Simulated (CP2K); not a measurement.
Silylacetonitrile has these distinct C atoms: C2 (bonded to C and N) and C3 (bonded to C, Si and 2 H).

```xyz
9

N     2.6058    0.8230    0.4305
C     1.6683    0.1618    0.2207
C     0.4862   -0.6404   -0.0390
Si   -1.1277    0.3763   -0.0764
H     0.5985   -1.1581   -1.0044
H     0.3938   -1.4185    0.7346
H    -1.3272    1.0433    1.2365
H    -2.2409   -0.5758   -0.3400
H    -1.0568    1.3885   -1.1626
```

Their partial C K spectra (CP2K XAS_TDP, all-electron GAPW, PBEh(45%), aug-pc-1, TDA, GW2X-corrected core level, no relativity) are given in random order, each times the number of alike atoms.

Gaussian full width 0.5 eV, oscillator strength per eV, alike atoms added, rows of zeros left out:

| E (eV) | curve 1 | curve 2 |
| --- | --- | --- |
| 288.25 | 0.000 | 0.006 |
| 288.50 | 0.000 | 0.066 |
| 288.75 | 0.000 | 0.194 |
| 289.00 | 0.000 | 0.156 |
| 289.25 | 0.000 | 0.034 |
| 289.50 | 0.001 | 0.002 |
| 289.75 | 0.012 | 0.000 |
| 290.00 | 0.041 | 0.000 |
| 290.25 | 0.044 | 0.000 |
| 290.50 | 0.015 | 0.000 |
| 290.75 | 0.011 | 0.000 |
| 291.00 | 0.023 | 0.001 |
| 291.25 | 0.034 | 0.001 |
| 291.50 | 0.059 | 0.000 |
| 291.75 | 0.048 | 0.000 |
| 292.00 | 0.019 | 0.000 |
| 292.25 | 0.014 | 0.003 |
| 292.50 | 0.024 | 0.007 |
| 292.75 | 0.038 | 0.012 |
| 293.00 | 0.045 | 0.017 |
| 293.25 | 0.043 | 0.019 |
| 293.50 | 0.032 | 0.014 |
| 293.75 | 0.019 | 0.009 |
| 294.00 | 0.009 | 0.005 |
| 294.25 | 0.005 | 0.005 |
| 294.50 | 0.002 | 0.005 |
| 294.75 | 0.006 | 0.008 |
| 295.00 | 0.019 | 0.010 |
| 295.25 | 0.033 | 0.005 |
| 295.50 | 0.039 | 0.001 |
| 295.75 | 0.023 | 0.001 |
| 296.00 | 0.009 | 0.003 |

Q: Which curve belongs to which atom?

Curve 1: C3 (bonded to C, Si and 2 H), leading line at 290.10 eV (f = 0.015 an atom), ionisation energy 292.68 eV, term value 2.58 eV. Curve 2: C2 (bonded to C and N), leading line at 288.78 eV (f = 0.057 an atom), ionisation energy 293.44 eV, term value 4.66 eV. The leading line of an atom is its first one with 35 % of the strongest within 2.5 eV of its lowest line over the strength cut. A line lies at the core ionisation energy, which rises as an atom loses charge to its neighbours or to a π system, less the term value, which is large for a low π* or σ* orbital with weight on that atom.

[Banner, clock and machine lines of the logs are left out without a mark of their own.]

[Logs are printed without paths, hosts, clocks, repeated set-up lines and the standing remarks that a program may print on its own settings, such as how far it seeks lower states.]

[Hosts, paths, dates, database ids (printed as entryN), source tags and the programs' standing remarks are cut or masked in the printed files.]
